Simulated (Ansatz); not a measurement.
Consider Diamond (Fd-3m, 2 atoms a cell).

```yaml
crystal:
  lattice:
    - [0.00000, 1.78337, 1.78337]
    - [1.78337, 0.00000, 1.78337]
    - [1.78337, 1.78337, 0.00000]
  atoms:
    - { symbol: C, position: [0.00000, 0.00000, 0.00000] }
    - { symbol: C, position: [0.25000, 0.25000, 0.25000] }
```

The cell and positions come from the Crystallography Open Database and are kept as given unless a step says otherwise.

Gaps computed with Ansatz 0.2.0 without a self-energy: PBE 4.14 eV and PBE0 6.04 eV. The mean ε∞ by PBE perturbation theory is 5.84.

**Question.** What gap should G0W0 on PBE give (8×8×8 mesh, 72 empty bands, screening to 200 eV, PAW set soft_1 files)?

About 5.47 eV: on its mesh the run moves the gap from 4.14 eV by +1.33 eV. Among the scalar-relativistic levels given, PBE0 is nearest (+0.57 eV). One-shot corrections scale roughly with one over ε∞, here 0.17. Bands and cutoff are finite, so the gap is not at the basis limit. The miss can reach some tenths of an eV and take either sign; the mesh is an error of its own.

[Paths, hosts, dates, memory and timing lines, banners, echoed tables and standing remarks are left out of the program output.]

[Logs are printed without paths, hosts, clocks, repeated set-up lines and the standing remarks that a program may print on its own settings, such as how far it seeks lower states.]

[Runs of the session that timed out or met a known fault of the program may be left out.]

[Cells called generated may have been cut or substituted from an entry of the Crystallography Open Database or the Materials Project.]

[Hosts, paths, dates, database ids (printed as entryN), source tags and the programs' standing remarks are cut or masked in the printed files.]
